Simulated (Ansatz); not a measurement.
# Zr2NO2 monolayer: phonons and vibrational spectra, part 2 of 2

Wanted: phonon frequencies of Zr2NO2 monolayer and what follows from them.

Ansatz 0.2.0; DFT PBEsol, scalar-relativistic, plane waves, PAW.

So far. Step 4 (Relaxing to small forces for the phonons): The largest force component left is 0.24 meV/Å, within the tolerances set. Step 5 (Linear response at the zone centre): Before it was imposed, the acoustic sum rule was missed by 5.2e-5 eV/Å². Small misses are needed for a sound result but don't prove that mesh and cutoff are converged. The lowest optical mode is real, 78.8 cm⁻¹.

### 6. Response at finite wavevector

Stability and thermal properties need the whole zone. Linear response on a 4×4×1 q mesh gives force constants as far as a supercell of that size would.

Contents of input.yaml:

```yaml
crystal:
  lattice:
    - [3.2294046487, 0.0, 0.0]
    - [-1.6147023243, 2.7967464649, 0.0]
    - [0.0, 0.0, 32.6]
  atoms:
    - { symbol: "N", position: [0.0, 0.0, 0.3067484663] }
    - { symbol: Zr, position: [0.3333333333, 0.6666666667, 0.3479013734] }
    - { symbol: Zr, position: [0.6666666667, 0.3333333333, 0.2655955591] }
    - { symbol: O, position: [0.6666666667, 0.3333333333, 0.3776319884] }
    - { symbol: O, position: [0.3333333333, 0.6666666667, 0.2358649442] }
  periodic: [true, true, false]
kpoints:
  mp_grid: { grid: [12, 12, 1] }
hamiltonian:
  xc: pbesol
scf:
  occupations: { method: methfessel_paxton, width: 0.15 }
output:
  eigenvalues: true
phonons:
  method: dfpt
  qmesh: [4, 4, 1]
  temperatures: { t_max: 1000, t_step: 50 }
  qpath:
    path:
      - [0.0, 0.0, 0.0]
      - [0.5, 0.0, 0.0]
      - [0.33333333, 0.33333333, 0.0]
      - [0.0, 0.0, 0.0]
    npoints: 10
```

Started as:

```sh
ansatz run input.yaml --threads 8 --pin off --max-ram 14336MiB --backend cpu --events-out ev --progress --plain --runs-dir out
```

Numbers of over 12 decimals in the logs are rounded to 6 here.

Output:

```text
[...]
Crystal: 5 atoms, lattice volume = 294.438 Å³
Basis set: ecut = 420 eV, 5845 PW (Γ), exchange–correlation on 48×48×450 points (8 copies of the dense FFT grid, shifted against one another)
Bands: 26, of which v1, the nominal top of the filled ones, is band 21 counted from 1 (20 counted from 0)
Symmetry: 12 space group operations
k-points: 19 of 144 (irreducible under 6 space group operations, time reversal used)
[...]
SCF iter   1: F=—  HF=-9765.535362 eV  |F-HF|=—  |Δ(HF+E_count)|=         —  Δρ=7.27e-3  dr2=1.54e-1  ethr=1.77e-3  ⟨swp⟩=11.3  Hψ=3542  notcnv=0
[...]
SCF iter  10: F=-9765.504361 eV  HF=-9765.504361 eV  |F-HF|=6.18e-11  |Δ(HF+E_count)|=   1.76e-9  S|Δr|=    0.00e0  Δρ=4.46e-8  dr2=5.06e-12  ethr=1.00e-12  ⟨swp⟩=20.3  Hψ=4417  notcnv=0
SCF 1 converged in 10 iterations: F = -9765.504361 eV  dr2 = 5.06e-12
[...]
phonons: the bands overlap, so this run is a metal and interpolates without the dipole-dipole term. If the crystal is really an insulator or semiconductor, its LO-TO splitting is missing
NSCF: frozen V_eff on 19 k-points
WARN: eigensolver did not converge (k=0): 1 band(s) unlocked after 2 eigensolves, warm-restarted (20 sweeps on the last) at ethr=1.12e-12 eV (storage-precision floor; scheduled 1.00e-12 eV) (lowest unlocked band 25, counted from 0; max residual 4.00e-4 eV among the unlocked bands, 4.00e-4 eV over every band; other slots of this pass that fall short are told together in one closing line; warning suppressed until the next SCF loop or pass starts)
[...]
DFPT response loops at q = (0, 0, 0) (fractional): preconditioner auto → none (partly filled bands, converged f_vac=0.769); β = 0.50; Broyden in place of MSR1
[...]
SCF converged after 10 iterations
[...]
Free energy (F): -9765.504361 eV
[...]
Internal energy: -9765.498651 eV  (E = F + TS)
E sigma→0 (E₀):  -9765.502933 eV
Entropy (-TS):   -0.005709 eV (-1.142 meV/atom)
Fermi energy:    -4.773672 eV
[...]
--- Band table (eV; the first three rows and the last of 19) ---
  k-point 0: bands = [... 17 lower, -8.3286, -7.8535, -7.8535, -4.3240, -4.3240, -3.9756, -2.6433, -2.6433, ... 1 higher]
  k-point 1: bands = [... 17 lower, -8.2807, -8.1488, -8.0118, -4.3971, -4.0949, -3.9662, -2.6036, -2.4873, ... 1 higher]
  k-point 2: bands = [... 17 lower, -9.0656, -8.3310, -8.0137, -4.7807, -3.6368, -3.5938, -2.3962, -2.2683, ... 1 higher]
  k-point 18: bands = [... 17 lower, -9.4150, -8.9143, -8.9143, -3.8843, -3.2612, -3.2612, -2.1681, -1.6167, ... 1 higher]
--- Phonons (Γ-DFPT): 10 representative perturbations + reference (Σ response iterations 51) ---
  ASR residual: 7.769e-5 → 0.000e0 eV/Å²; symmetrization residual: 4.254e-6 eV/Å²
[...]
ASR residual per site (eV/Å²): 7.77e-5 2.90e-5 2.99e-5 7.03e-5 6.77e-5
[...]
--- Phonons (arbitrary-q DFPT): 4 irreducible q on the 4×4×1 mesh ---
  q = [0.0000, 0.0000, 0.0000] (star 1, of the zone-centre solve; hermiticity 3.09e-7, symmetrization 3.90e-11, taken by the last average 3.90e-8): -0.00 -0.00 0.00 78.83 78.83 229.57 274.90 274.90 372.36 372.36 477.96 477.96 525.17 532.90 592.01
  q = [0.0000, 0.2500, 0.0000] (star 6, 15 solved perturbations on 78 of 144 k-point pairs; hermiticity 3.96e-7, symmetrization 1.61e-10, taken by the last average 4.03e-7): -159.88 85.69 93.28 132.36 178.89 192.43 306.83 320.62 366.83 385.07 402.88 445.42 484.11 491.23 554.67
[...]
q = [0.2500, 0.2500, 0.0000] (star 6, 10 solved perturbations in 1110 linear systems a pass and spin channel, the states on 144 of 144 k-point pairs; hermiticity 3.75e-7, symmetrization 1.60e-10, taken by the last average 1.61e-7): -176.45 102.27 178.62 179.83 204.71 232.10 362.66 390.85 405.52 414.54 430.50 449.58 473.17 474.69 552.43
  sum rule: each row above includes the acoustic sum rule's correction from the zone centre's row sums; it moved no ω² by more than (1.23 cm⁻¹)²
  mesh force constants: q→R imaginary residual 3.37e-18; ASR residual 7.769e-5 → 0.000e0 eV/Å²; symmetrization residual 1.243e-14 eV/Å²
  interpolated dispersion: 31 rows × 15 modes
  density of states and harmonic sums: on the 24×24×1 q-mesh, interpolated from the force constants of a 4×4×1 supercell (no non-analytic term)
  largest difference from the sums on the solved wave vectors: F 5.47e-2 eV, S 6.82e-5 and C_V 1.87e-5 eV/K
  zero-point energy: 0.290007 eV/cell   skipped modes (ω ≤ 0): 47, of them read as no rigid motion or as one in doubt: 44 (7.743e-1 modes/cell left out, lowest -211.94 cm⁻¹)   left out of the sums: 5.20e-2 of the cell's modes: C_V's classical limit lies that fraction below 3 k_B per atom; for a crystal, a wire or a layer, F and S can be off by more, and a phonons.interpolated_qmesh denser along its periods is the remedy for the sampling
```

The job ended after 8.3 min (8 threads of Arm Neoverse V2, shared host; peak memory 3 GiB).

Numbers from this step:

- sum-rule residual before enforcement: 7.77e-5 eV/Å²
- lowest frequency on the path: -213.7 cm⁻¹
- highest frequency on the path or at a solved wavevector: 592.0 cm⁻¹
- lowest mode on the q mesh (acoustic modes at Γ apart): -176.4 cm⁻¹

Frequencies (cm⁻¹) solved at each irreducible wavevector; negative means imaginary. Frequencies by wavevector, by row:

```csv
q in reciprocal lattice units,star,mode 1,mode 2,mode 3,mode 4,mode 13,mode 14,mode 15
0 0 0,1,0,0,0,78.8,525.2,532.9,592
0 0.25 0,6,-159.9,85.7,93.3,132.4,484.1,491.2,554.7
0 -0.5 0,3,112.1,154.7,158.3,180.4,470.9,485.8,560
0.25 0.25 0,6,-176.4,102.3,178.6,179.8,473.2,474.7,552.4
```

Interpolated from a 4×4×1 q mesh. The phonon branches at the labelled points (cm⁻¹):

```csv
point,branch 1,branch 2,branch 3,branch 4,branch 12,branch 13,branch 14,branch 15
Γ,0,0,0,79,478,525,533,592
halfway,-160,86,93,132,445,484,491,555
M,112,155,158,180,458,471,486,560
halfway,-59,139,152,178,459,470,478,555
K,-29,108,108,213,448,456,456,556
halfway,-203,103,117,134,417,480,490,553
Γ,0,0,0,79,478,525,533,592
```

Tetrahedra on a 24×24×1 mesh, mean over bins of 10 cm-1. Interpolated from a 4×4×1 q mesh. Phonon density of states against wavenumber; read off at these points:

```csv
wavenumber (cm⁻¹),phonon density of states (1/cm⁻¹/cell)
-215,0.0012
-185,0.00609
-155,0.00531
-135,0.00413
-105,0.00358
-75,0.00336
-45,0.00134
-15,0.00106
5,0.00166
35,0.00562
65,0.0129
95,0.0196
125,0.0212
145,0.0217
175,0.0420
205,0.0383
235,0.0311
255,0.00229
285,0.00723
315,0.0151
345,0.0182
375,0.0508
385,0.0517
395,0.0387
415,0.0531
425,0.0382
455,0.0544
475,0.0785
485,0.0528
515,0.00974
535,0.00157
555,0.0836
565,0.00801
595,4.7e-4
```

The partial phonon density of states has structure finer than the step of the table below, so its rows give means over 25 cm⁻¹, whole bins alone (the curve runs from -224 to 620 cm⁻¹). Peaks (cm⁻¹: height): N 439.3: 0.0212, 556.1: 0.0456; O 327.9: 0.0190, 381.0: 0.0373, 412.8: 0.0348, 476.5: 0.0405; Zr -176.3: 0.00855, -133.8: 0.00686, -75.4: 0.00517, 110.3: 0.0387, 174.0: 0.0337, 200.5: 0.0291, 476.5: 0.00679.

Phonopy on the run's constants, 21x21x1 mesh, Gaussian sigma 6.0 cm-1. Interpolated from a 4×4×1 q mesh. Table of partial phonon density of states by wavenumber; means over each step; values in 1/cm⁻¹/cell:

```csv
wavenumber (cm⁻¹),N,O,Zr
-200,2.1e-4,7.7e-4,0.00367
-175,4.0e-4,0.00114,0.00610
-150,1.6e-4,4.4e-4,0.00290
-125,1.9e-4,6.5e-4,0.00500
-100,3.3e-5,1.4e-4,0.00146
-75,6.7e-5,3.1e-4,0.00374
-50,1.5e-5,6.8e-5,8.3e-4
-25,6.3e-5,2.1e-4,0.00263
0,4.1e-5,1.2e-4,8.8e-4
25,1.9e-4,5.0e-4,0.00306
50,2.8e-4,8.6e-4,0.00556
75,3.2e-4,0.00108,0.0122
100,6.2e-4,0.00122,0.0275
125,4.6e-4,0.00105,0.0257
150,2.8e-4,0.00120,0.0226
175,4.2e-4,0.00201,0.0290
200,4.5e-4,0.00424,0.0260
225,7.9e-5,0.00491,0.0227
250,3.3e-5,0.00229,0.0103
275,9.1e-5,0.00622,2.3e-4
300,0.00185,0.0108,7.6e-4
325,0.00339,0.0161,0.00149
350,0.00290,0.0157,0.00173
375,0.00862,0.0327,0.00365
400,0.0116,0.0309,0.00287
425,0.0148,0.0269,0.00232
450,0.0182,0.0203,0.00378
475,0.0159,0.0346,0.00599
500,0.00293,0.0137,0.00260
525,0.00101,0.00463,9.1e-4
550,0.0269,0.00324,6.4e-4
575,0.00697,8.4e-4,5.4e-4
600,5.1e-4,9.4e-5,9.9e-5
```

Symmetry leaves 4 wavevectors to solve. The lowest mode among them, the acoustic zeros apart, lies at q = (0.25, 0.25, 0) and is imaginary, 176.4i cm⁻¹, so the energy falls along it. Between them the interpolated path dips to 214i cm⁻¹.

### 7. Isotope substitution, element N, natural mass 14.007 amu

An isotope changes the mass and not the force constants, so no new electronic calculation is needed; the shifts show which modes move this element.

The same force constants with the mass of N changed from 14.007 to 15.000 u (phonopy, no LO-TO term). Both lists are sorted by frequency; levels can cross, so a row need not hold one and the same mode. Modes under 3 cm⁻¹ are left out. Isotope shifts, by row, the first 40 of 57 rows:

```csv
q,rank,natural mass (cm⁻¹),changed mass (cm⁻¹)
0 0 0,4,78.83,78.83
0 0 0,5,78.83,78.83
0 0 0,6,229.6,229.6
0 0 0,7,274.9,274.9
0 0 0,8,274.9,274.9
0 0 0,9,372.4,370.8
0 0 0,10,372.4,370.8
0 0 0,11,478,464.9
0 0 0,12,478,464.9
0 0 0,13,525.2,519.9
0 0 0,14,532.9,532.9
0 0 0,15,592,579.1
0 0.25 0,1,-159.9,-159.5
0 0.25 0,2,85.69,85.68
0 0.25 0,3,93.28,93.14
0 0.25 0,4,132.4,132.2
0 0.25 0,5,178.9,178.9
0 0.25 0,6,192.4,192.2
0 0.25 0,7,306.8,306.7
0 0.25 0,8,320.6,319.5
0 0.25 0,9,366.8,365.1
0 0.25 0,10,385.1,382.9
0 0.25 0,11,402.9,394.6
0 0.25 0,12,445.4,433.6
0 0.25 0,13,484.1,482.4
0 0.25 0,14,491.2,490.1
0 0.25 0,15,554.7,539.1
0 -0.5 0,1,112.1,112.1
0 -0.5 0,2,154.7,154.4
0 -0.5 0,3,158.3,158.3
0 -0.5 0,4,180.4,180.4
0 -0.5 0,5,240.1,240.1
0 -0.5 0,6,244.1,244.1
0 -0.5 0,7,302.1,297
0 -0.5 0,8,367.9,367.9
0 -0.5 0,9,382.2,379.1
0 -0.5 0,10,416.2,416.2
0 -0.5 0,11,457.6,446
0 -0.5 0,12,457.7,457
0 -0.5 0,13,470.9,470.9
```

A mode of this element alone would shift by -3.37 %. The highest zone-centre frequency without the field goes from 592.0 to 579.1 cm⁻¹ (-2.2 %). The product of the frequency ratios over all optical modes at Γ is 0.908; the product rule, (m/m′)^(3k/2) (M′/M)^(3/2) with k = 1 such atoms and M the mass of the cell, gives 0.908.

### 8. Isotope substitution, element O, natural mass 15.999 amu

The same for O, from 16.00 to 18.00 u.

The same force constants with the mass of O changed from 15.999 to 17.999 u (phonopy, no LO-TO term). Both lists are sorted by frequency; levels can cross, so a row need not hold one and the same mode. Modes under 3 cm⁻¹ are left out. Isotope shifts, by row, the first 40 of 57 rows:

```csv
q,rank,natural mass (cm⁻¹),changed mass (cm⁻¹)
0 0 0,4,78.83,78.82
0 0 0,5,78.83,78.82
0 0 0,6,229.6,226.8
0 0 0,7,274.9,259.2
0 0 0,8,274.9,259.2
0 0 0,9,372.4,357.1
0 0 0,10,372.4,357.1
0 0 0,11,478,474
0 0 0,12,478,474
0 0 0,13,525.2,502.6
0 0 0,14,532.9,508.5
0 0 0,15,592,588.3
0 0.25 0,1,-159.9,-158.5
0 0.25 0,2,85.69,85.21
0 0.25 0,3,93.28,92.71
0 0.25 0,4,132.4,132
0 0.25 0,5,178.9,177.5
0 0.25 0,6,192.4,190.9
0 0.25 0,7,306.8,290.2
0 0.25 0,8,320.6,306.6
0 0.25 0,9,366.8,348.9
0 0.25 0,10,385.1,367.4
0 0.25 0,11,402.9,395.9
0 0.25 0,12,445.4,442.2
0 0.25 0,13,484.1,464.9
0 0.25 0,14,491.2,468.6
0 0.25 0,15,554.7,551.9
0 -0.5 0,1,112.1,112
0 -0.5 0,2,154.7,154.3
0 -0.5 0,3,158.3,157.9
0 -0.5 0,4,180.4,180
0 -0.5 0,5,240.1,237
0 -0.5 0,6,244.1,241.8
0 -0.5 0,7,302.1,293.8
0 -0.5 0,8,367.9,346.9
0 -0.5 0,9,382.2,364.8
0 -0.5 0,10,416.2,393.2
0 -0.5 0,11,457.6,437.5
0 -0.5 0,12,457.7,448.4
0 -0.5 0,13,470.9,453.2
```

A mode of this element alone would shift by -5.72 %. The highest zone-centre frequency without the field goes from 592.0 to 588.3 cm⁻¹ (-0.6 %). The product of the frequency ratios over all optical modes at Γ is 0.721; the product rule, (m/m′)^(3k/2) (M′/M)^(3/2) with k = 2 such atoms and M the mass of the cell, gives 0.721.

### 9. Isotope substitution, element Zr, natural mass 91.222 amu

The same for Zr, from 91.22 to 95.91 u.

A mode of this element alone would shift by -2.47 %. The highest zone-centre frequency without the field goes from 592.0 to 589.8 cm⁻¹ (-0.4 %). The product of the frequency ratios over all optical modes at Γ is 0.914; the product rule, (m/m′)^(3k/2) (M′/M)^(3/2) with k = 2 such atoms and M the mass of the cell, gives 0.914.

### 10. Outcome

```
space group after relaxation (within 0.01 Å)            : P-3m1
area per atom                                           : 1.81 Å²
electronic character                                    : no gap on this mesh
highest optical mode at the zone centre (no LO-TO term) : 592 cm⁻¹
lowest optical zone-centre mode                         : 78.8 cm⁻¹
lowest mode on the q mesh (acoustic modes at Γ apart)   : -176 cm⁻¹
highest frequency on the path or at a solved wavevector : 592 cm⁻¹
imaginary modes on the 4×4×1 q mesh                     : yes
```

In words: Modes are clearly imaginary (beyond 10i cm⁻¹) at 2 of the 4 irreducible wavevectors, most at q = (0.25, 0.25, 0) (176.4i cm⁻¹), so this structure is not a minimum of the energy. The optical modes at Γ span 79 to 592 cm⁻¹. The highest mode in this list at Γ, 592.0 cm⁻¹, has its largest share on N (70 % of the kinetic energy). With no gap, or one that is small against the smearing, the frequencies hang on the k mesh and the smearing, most of all near Kohn anomalies. The phonon runs are without spin polarisation, although the cell has an odd electron count. In a sheet or slab the interpolated bending branch near Γ is rough, since the rotational sum rule isn't imposed. A phonon run warned that its eigensolver left some bands unconverged in a pass. The starting cell was built on a prototype and not taken from a measurement. These are harmonic frequencies at zero temperature: anharmonic shifts, linewidths and thermal expansion are left out.

[Logs are printed without paths, hosts, clocks, repeated set-up lines and the standing remarks that a program may print on its own settings, such as how far it seeks lower states.]

[Hosts, paths, dates, database ids (printed as entryN), source tags and the programs' standing remarks are cut or masked in the printed files.]
